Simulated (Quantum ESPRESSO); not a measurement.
# O on top sites of RuAl(110): a series in the coverage, part 4 of 10

Wanted: a table for O on top sites of RuAl(110) against the coverage, and what can be fitted to it.

Quantum ESPRESSO 7.5; plane-wave DFT, PBE, GBRV ultrasoft pseudopotentials.

So far. Step 2 (Relaxing cell and ions of the reference):  The last row is no step: it is a fresh SCF in the final cell with a new plane-wave basis, -0 meV from the row before.

The structure was built from a prototype and need not be the compound's stable phase.

## (5) Relaxation with pw.x, 0 ML

What the set-up leaves free in this member is relaxed.

System of this step: RuAl(110), 3 layers, 1 sites a cell. The cell holds 6 atoms: 3 Ru and 3 Al. Its edges and angles: a = 3.004 Å, b = 4.247 Å, c = 18.307 Å, α = 90.0°, β = 90.0°, γ = 90.0°. It derives from RuAl. Vacuum lies along c.

File m0.relax.in:

```
&control
  prefix = 'm0.relax'
  outdir = './out'
  pseudo_dir = './pseudo'
  nstep = 70
  forc_conv_thr = 0.0015
  calculation = 'relax'
/
&system
  ibrav = 0
  nat = 6
  ntyp = 2
  ecutwfc = 40
  ecutrho = 200
  occupations = 'smearing'
  smearing = 'mv'
  degauss = 0.02
/
&electrons
  conv_thr = 1e-07
  mixing_beta = 0.3
  electron_maxstep = 120
  mixing_mode = 'local-TF'
/
&ions
/
ATOMIC_SPECIES
  Ru  101.0700  ru_pbe_v1.2.uspp.F.UPF
  Al  26.9815  al_pbe_v1.uspp.F.UPF
CELL_PARAMETERS angstrom
  3.00398291400000 0.00000000000000 0.00000000000000
  0.00000000000000 4.24680729700000 0.00000000000000
  0.00000000000000 0.00000000000000 18.30742513426320
ATOMIC_POSITIONS crystal
  Ru  0.000000000000 0.000000000000 0.384014074457
  Al  0.500000000000 0.500000000000 0.384014074457
  Ru  0.000000000000 0.500000000000 0.500000000000 0 0 0
  Al  0.500000000000 0.000000000000 0.500000000000 0 0 0
  Ru  0.000000000000 0.000000000000 0.615985925543
  Al  0.500000000000 0.500000000000 0.615985925543
K_POINTS automatic
  8 5 1 0 0 0
```

Command:

```console
> OMP_NUM_THREADS=1 mpirun -n 16 pw.x -nk 2 -in m0.relax.in > m0.relax.out
```

The log of the run:

```text
[banner, memory and clock lines left out]
Program PWSCF v.7.5 starts

          URL

     Message from routine setup:
     using ibrav=0 with symmetry is DISCOURAGED, use correct ibrav instead

     bravais-lattice index     =            0
     lattice parameter (alat)  =       5.6767  a.u.
     unit-cell volume          =    1576.1004 (a.u.)^3
     number of atoms/cell      =            6
     number of atomic types    =            2
     number of electrons       =        57.00
     number of Kohn-Sham states=           35
     kinetic-energy cutoff     =      40.0000  Ry
     charge density cutoff     =     200.0000  Ry
     scf convergence threshold =      1.0E-07
     mixing beta               =       0.3000
     number of iterations used =            8  local-TF  mixing
     energy convergence thresh.=      1.0E-04
     force convergence thresh. =      1.5E-03
     Exchange-correlation= SLA  PW   PBE  PBE
                           (   1   4   3   4   0   0   0)
     nstep                     =           70

     celldm(1)=   5.676705  celldm(2)=   0.000000  celldm(3)=   0.000000
     celldm(4)=   0.000000  celldm(5)=   0.000000  celldm(6)=   0.000000

     crystal axes: (cart. coord. in units of alat)
               a(1) = (   1.000000   0.000000   0.000000 )
               a(2) = (   0.000000   1.413726   0.000000 )
               a(3) = (   0.000000   0.000000   6.094384 )

     reciprocal axes: (cart. coord. in units 2 pi/alat)
               b(1) = (  1.000000  0.000000  0.000000 )
               b(2) = (  0.000000  0.707351  0.000000 )
               b(3) = (  0.000000  0.000000  0.164085 )

     PseudoPot. # 1 for Ru read from file:
     ./pseudo/ru_pbe_v1.2.uspp.F.UPF
     Pseudo is Ultrasoft + core correction, Zval = 16.0
     Generated by new atomic code, or converted to UPF format
     Using radial grid of  967 points,  6 beta functions with:
                l(1) =   0
                l(2) =   0
                l(3) =   1
                l(4) =   1
                l(5) =   2
                l(6) =   2
     Q(r) pseudized with  8 coefficients,  rinner =    1.300   1.300   1.300
                                                       1.300   1.300

     PseudoPot. # 2 for Al read from file:
     ./pseudo/al_pbe_v1.uspp.F.UPF
     Pseudo is Ultrasoft + core correction, Zval =  3.0
     Generated by new atomic code, or converted to UPF format
     Using radial grid of  893 points,  3 beta functions with:
                l(1) =   0
                l(2) =   1
                l(3) =   2
     Q(r) pseudized with  8 coefficients,  rinner =    0.900   0.900   0.900
                                                       0.900   0.900

     atomic species   valence    mass     pseudopotential
     Ru               16.00   101.07000     Ru( 1.00)
     Al                3.00    26.98150     Al( 1.00)

      8 Sym. Ops., with inversion, found

   Cartesian axes

     site n.     atom                  positions (alat units)
         1        Ru     tau(   1) = (   0.0000000   0.0000000   2.3403292  )
         2        Al     tau(   2) = (   0.5000000   0.7068628   2.3403292  )
         3        Ru     tau(   3) = (   0.0000000   0.7068628   3.0471920  )
         4        Al     tau(   4) = (   0.5000000   0.0000000   3.0471920  )
         5        Ru     tau(   5) = (   0.0000000   0.0000000   3.7540547  )
         6        Al     tau(   6) = (   0.5000000   0.7068628   3.7540547  )

     number of k points=    15  Marzari-Vanderbilt smearing, width (Ry)=  0.0200
                       cart. coord. in units 2pi/alat
        k(    1) = (   0.0000000   0.0000000   0.0000000), wk =   0.0500000
        k(    2) = (   0.0000000   0.1414702   0.0000000), wk =   0.1000000
        k(    3) = (   0.0000000   0.2829404   0.0000000), wk =   0.1000000
        k(    4) = (   0.1250000   0.0000000   0.0000000), wk =   0.1000000
        k(    5) = (   0.1250000   0.1414702   0.0000000), wk =   0.2000000
        k(    6) = (   0.1250000   0.2829404   0.0000000), wk =   0.2000000
        k(    7) = (   0.2500000   0.0000000   0.0000000), wk =   0.1000000
        k(    8) = (   0.2500000   0.1414702   0.0000000), wk =   0.2000000
        k(    9) = (   0.2500000   0.2829404   0.0000000), wk =   0.2000000
        k(   10) = (   0.3750000   0.0000000   0.0000000), wk =   0.1000000
        k(   11) = (   0.3750000   0.1414702   0.0000000), wk =   0.2000000
        k(   12) = (   0.3750000   0.2829404   0.0000000), wk =   0.2000000
        k(   13) = (  -0.5000000   0.0000000   0.0000000), wk =   0.0500000
        k(   14) = (  -0.5000000   0.1414702   0.0000000), wk =   0.1000000
        k(   15) = (  -0.5000000   0.2829404   0.0000000), wk =   0.1000000

     Dense  grid:    75167 G-vectors     FFT dimensions: (  25,  40, 160)

     Smooth grid:    53873 G-vectors     FFT dimensions: (  24,  36, 144)

     Initial potential from superposition of free atoms

     starting charge      53.9926, renormalised to      57.0000

     negative rho (up, down):  2.362E-01 0.000E+00
     Starting wfcs are   51 randomized atomic wfcs

     per-process dynamical memory:    18.6 Mb

     Self-consistent Calculation

     iteration #  1     ecut=    40.00 Ry     beta= 0.30
     Davidson diagonalization with overlap
     ethr =  1.00E-02,  avg # of iterations =  2.5

     negative rho (up, down):  2.267E-01 0.000E+00

     total energy              =    -603.35527513 Ry
     estimated scf accuracy    <       7.42466504 Ry

     iteration #  2     ecut=    40.00 Ry     beta= 0.30
     Davidson diagonalization with overlap
     ethr =  1.00E-02,  avg # of iterations =  1.0

     negative rho (up, down):  2.184E-01 0.000E+00

     total energy              =    -602.13282971 Ry
     estimated scf accuracy    <       3.12343018 Ry

     iteration #  3     ecut=    40.00 Ry     beta= 0.30
     Davidson diagonalization with overlap
     ethr =  5.48E-03,  avg # of iterations =  2.1

     negative rho (up, down):  2.266E-01 0.000E+00

     total energy              =    -602.77221092 Ry
     estimated scf accuracy    <       0.51086108 Ry

     iteration #  4     ecut=    40.00 Ry     beta= 0.30
     Davidson diagonalization with overlap
     ethr =  8.96E-04,  avg # of iterations =  2.1

     negative rho (up, down):  2.265E-01 0.000E+00

     total energy              =    -602.98593686 Ry
     estimated scf accuracy    <       0.46484830 Ry

     iteration #  5     ecut=    40.00 Ry     beta= 0.30
     Davidson diagonalization with overlap
     ethr =  8.16E-04,  avg # of iterations =  1.0

     negative rho (up, down):  2.290E-01 0.000E+00

[...]
-39.1298 -39.1134 -39.0979 -39.0970  -6.3387  -4.4531  -3.2436  -0.9313
    -0.6389  -0.3533  -0.3402   0.3065   1.3074   1.4749   1.5748   1.5878
     2.0093   2.2430   2.2839   2.4372   2.5322   2.6354   2.7503   2.9280
     5.6281   6.7839   7.2460

          k = 0.0000 0.1415 0.0000 (  6732 PWs)   bands (ev):

   -69.3469 -69.1348 -69.1344 -39.4349 -39.4061 -39.2872 -39.1760 -39.1709
   -39.1196 -39.1187 -39.0978 -39.0973  -5.9719  -4.1000  -3.0314  -1.3847
    -0.9543  -0.5090  -0.1968   0.3490   1.0505   1.4171   1.4529   1.4529
     1.6035   2.1264   2.1889   2.3136   2.7603   2.7846   2.8159   2.9650
     4.9726   6.2325   7.0935

          k = 0.0000 0.2829 0.0000 (  6768 PWs)   bands (ev):

   -69.3465 -69.1347 -69.1347 -39.4432 -39.4094 -39.2866 -39.1801 -39.1599
   -39.1307 -39.1089 -39.0978 -39.0977  -4.9472  -3.5368  -3.1287  -1.8585
    -1.4940  -0.4802   0.0146   0.0193   0.4668   1.1799   1.2850   1.2880
     1.3480   1.3545   2.0294   2.4479   2.7849   2.9322   3.1080   3.1715
     5.3009   5.4199   6.7277

          k = 0.1250 0.0000 0.0000 (  6703 PWs)   bands (ev):

   -69.3450 -69.1327 -69.1321 -39.4263 -39.4010 -39.3164 -39.1814 -39.1588
   -39.1269 -39.1254 -39.1245 -39.1106  -6.0575  -4.2202  -3.0667  -0.7292
    -0.5660  -0.1993  -0.0626  -0.0601   0.7982   1.3014   1.3535   1.5240
     1.5251   2.2224   2.2276   2.2591   2.5623   2.9036   3.0687   3.8918
     6.2050   7.0135   7.5130

          k = 0.1250 0.1415 0.0000 (  6730 PWs)   bands (ev):

   -69.3448 -69.1327 -69.1323 -39.4317 -39.4029 -39.3159 -39.1732 -39.1682
   -39.1254 -39.1248 -39.1168 -39.1159  -5.7013  -3.8846  -2.8910  -1.1326
    -0.8441  -0.4175  -0.0709   0.4255   0.7208   0.7389   1.1887   1.5999
     1.6126   2.0359   2.2475   2.3124   2.3818   2.7216   3.2795   3.7146
     5.2163   6.5256   7.3278

          k = 0.1250 0.2829 0.0000 (  6761 PWs)   bands (ev):

   -69.3444 -69.1327 -69.1326 -39.4399 -39.4061 -39.3152 -39.1774 -39.1574
   -39.1277 -39.1253 -39.1252 -39.1062  -4.7124  -3.3955  -2.9842  -1.7078
    -1.2238  -0.2398   0.1353   0.1649   0.5081   0.7565   1.0383   1.2228
     1.4353   1.5557   1.9984   2.0246   2.4790   2.5696   3.4188   3.6353
     5.3726   5.7221   7.1065

          k = 0.2500 0.0000 0.0000 (  6717 PWs)   bands (ev):

   -69.3399 -69.1277 -69.1271 -39.4188 -39.3933 -39.3853 -39.1916 -39.1906
   -39.1744 -39.1526 -39.1198 -39.1039  -5.2592  -3.5992  -2.5798  -0.8432
    -0.6581  -0.5065  -0.4047   0.6737   0.6983   0.9596   1.1500   1.3540
     1.6464   1.6652   1.7301   2.4256   2.8850   3.1347   4.1789   5.4250
     6.1982   7.5116   7.5835

          k = 0.2500 0.1415 0.0000 (  6713 PWs)   bands (ev):

   -69.3396 -69.1277 -69.1273 -39.4241 -39.3952 -39.3847 -39.1915 -39.1909
   -39.1665 -39.1617 -39.1100 -39.1090  -4.9432  -3.3451  -2.5307  -0.9820
    -0.6699  -0.4815  -0.2763   0.4500   0.6188   1.0215   1.0245   1.2820
     1.6978   1.7561   1.7656   2.2476   2.4952   3.3121   3.9970   4.8165
     5.7459   6.3652   7.5473

          k = 0.2500 0.2829 0.0000 (  6732 PWs)   bands (ev):

   -69.3392 -69.1276 -69.1276 -39.4320 -39.3983 -39.3838 -39.1914 -39.1914
   -39.1707 -39.1510 -39.1205 -39.0995  -4.1009  -3.0640  -2.7848  -1.2301
    -0.5767  -0.0536   0.1285   0.2865   0.7854   0.8064   0.9980   1.1071
     1.3933   1.6472   1.7026   1.9979   2.0246   2.2968   3.7787   4.2646
     5.4898   6.3452   7.8464

          k = 0.3750 0.0000 0.0000 (  6748 PWs)   bands (ev):

   -69.3347 -69.1227 -69.1221 -39.4537 -39.4113 -39.3857 -39.2572 -39.2558
   -39.1679 -39.1463 -39.1128 -39.0972  -4.0727  -2.8532  -1.9407  -1.4461
    -1.3848  -0.9447  -0.3676   0.2752   0.6234   0.7214   0.8037   1.5806
     1.9187   2.0513   2.5748   2.7621   3.2681   3.4959   5.1239   5.2499
     6.2682   6.7180   6.9873

          k = 0.3750 0.1415 0.0000 (  6717 PWs)   bands (ev):

   -69.3345 -69.1227 -69.1223 -39.4529 -39.4164 -39.3874 -39.2570 -39.2562
   -39.1600 -39.1552 -39.1031 -39.1022  -3.8592  -2.8099  -2.1840  -1.2844
    -1.1033  -0.7068  -0.4481   0.3824   0.5662   1.0380   1.2423   1.3221
     1.8522   1.9059   2.3619   2.6695   2.7737   3.8683   4.7987   5.1631
     5.1781   6.4541   7.0054

          k = 0.3750 0.2829 0.0000 (  6726 PWs)   bands (ev):

   -69.3341 -69.1226 -69.1226 -39.4518 -39.4241 -39.3904 -39.2569 -39.2568
   -39.1643 -39.1448 -39.1133 -39.0927  -3.4276  -2.7812  -2.6550  -0.6893
    -0.5876  -0.4209   0.1406   0.4364   0.9234   0.9425   1.2942   1.5715
     1.6049   1.7988   1.9016   2.1156   2.3934   2.7178   3.9322   4.6141
     5.1284   6.4417   6.7397

          k =-0.5000 0.0000 0.0000 (  6760 PWs)   bands (ev):

   -69.3326 -69.1206 -69.1200 -39.4818 -39.4082 -39.3825 -39.2842 -39.2827
   -39.1651 -39.1438 -39.1099 -39.0944  -2.8663  -2.4991  -2.4980  -1.6622
    -1.5331  -1.0206  -0.4513   0.2421   0.3619   0.3909   0.6263   1.6167
     2.0485   2.3860   2.6254   3.3160   3.4899   4.5190   4.8256   5.2069
     5.8550   6.8625   6.9298

          k =-0.5000 0.1415 0.0000 (  6730 PWs)   bands (ev):

   -69.3323 -69.1206 -69.1202 -39.4810 -39.4132 -39.3842 -39.2840 -39.2832
   -39.1573 -39.1526 -39.1003 -39.0993  -3.0002  -2.6241  -2.1035  -1.9343
    -1.2106  -0.6637  -0.4998   0.3550   0.5145   0.7920   1.2816   1.3284
     1.9810   2.2270   2.4194   2.8914   3.6625   4.2215   4.7225   4.8155
     5.1619   6.7558   7.1836

          k =-0.5000 0.2829 0.0000 (  6736 PWs)   bands (ev):

   -69.3319 -69.1205 -69.1205 -39.4797 -39.4208 -39.3871 -39.2839 -39.2837
   -39.1616 -39.1422 -39.1104 -39.0900  -3.1752  -2.8200  -2.3005  -1.1123
    -0.5286  -0.2491  -0.0005   0.7698   0.8004   0.9672   1.0870   1.6216
     1.8491   2.2278   2.2389   2.4810   2.7773   3.5382   3.8118   4.4604
     4.5601   6.1908   6.3028

     the Fermi energy is     2.5983 ev

!    total energy              =    -602.91329340 Ry
     estimated scf accuracy    <          1.0E-10 Ry
     smearing contrib. (-TS)   =       0.00266162 Ry
     internal energy E=F+TS    =    -602.91595502 Ry

     The total energy is F=E-TS. E is the sum of the following terms:
     one-electron contribution =   -2525.61591049 Ry
     hartree contribution      =    1266.26593597 Ry
     xc contribution           =     -90.84328542 Ry
     ewald contribution        =     747.27730492 Ry

     convergence has been achieved in  11 iterations

     negative rho (up, down):  2.282E-01 0.000E+00

     Forces acting on atoms (cartesian axes, Ry/au):

     atom    1 type  1   force =     0.00000000    0.00000000   -0.00035971
     atom    2 type  2   force =     0.00000000    0.00000000    0.00091084
     atom    3 type  1   force =     0.00000000    0.00000000    0.00000000
     atom    4 type  2   force =     0.00000000    0.00000000    0.00000000
     atom    5 type  1   force =     0.00000000    0.00000000    0.00035971
     atom    6 type  2   force =     0.00000000    0.00000000   -0.00091084

     Total force =     0.001385     Total SCF correction =     0.000007
     Energy error            =      4.2E-06 Ry
     Gradient error          =      9.1E-04 Ry/Bohr

     bfgs converged in   6 scf cycles and   5 bfgs steps
     (criteria: energy <  1.0E-04 Ry, force <  1.5E-03 Ry/Bohr)

     End of BFGS Geometry Optimization

     Final energy             =    -602.9132934012 Ry

     File ./out/m0.relax.bfgs deleted, as requested
Begin final coordinates

ATOMIC_POSITIONS (crystal)
Ru               0.0000000000        0.0000000000        0.3862057591
Al               0.5000000000        0.5000000000        0.3847919308
Ru               0.0000000000        0.5000000000        0.5000000000    0   0   0
Al               0.5000000000        0.0000000000        0.5000000000    0   0   0
Ru               0.0000000000        0.0000000000        0.6137942409
Al               0.5000000000        0.5000000000        0.6152080692
End final coordinates

     XML data file, charge density, pseudopotentials, collected wavefunctions

                                        0.00s GPU  (    2141 calls)
```

It took 49 s on 16 MPI ranks of Arm Neoverse V1, shared host; peak memory 1.1 GiB; 13 min of CPU time.

The steps of the relaxation:

```tsv
step	energy less that of the first step (eV)	largest force (eV/Å)
1	0.0000	0.3003
2	-0.0037	0.2551
3	-0.0072	0.2055
4	-0.0110	0.1258
5	-0.0135	0.0297
6	-0.0135	0.0234
```

The atoms that moved most (Å):

```tsv
atom	dx	dy	dz	length
Ru1	0.000	0.000	0.040	0.040
Ru5	0.000	0.000	-0.040	0.040
Al2	0.000	0.000	0.014	0.014
Al6	0.000	0.000	-0.014	0.014
```

The relaxation lowers the energy by 2 meV an atom. On the free atoms the largest force ends at 0.023 eV/Å.

This step gave:

* free energy: -8203.0532 eV
* Fermi energy: 2.598 eV

(Part 4 of 10 ends here.)

[Logs are printed without paths, hosts, clocks, repeated set-up lines and the standing remarks that a program may print on its own settings, such as how far it seeks lower states.]

[Hosts, paths, dates, database ids (printed as entryN), source tags and the programs' standing remarks are cut or masked in the printed files.]

[Maps of the electrostatic potential energy from Ansatz leave out the sawtooth potential of an applied field or a dipole correction, so their vacuum need not be flat; planar profiles and work functions include it.]
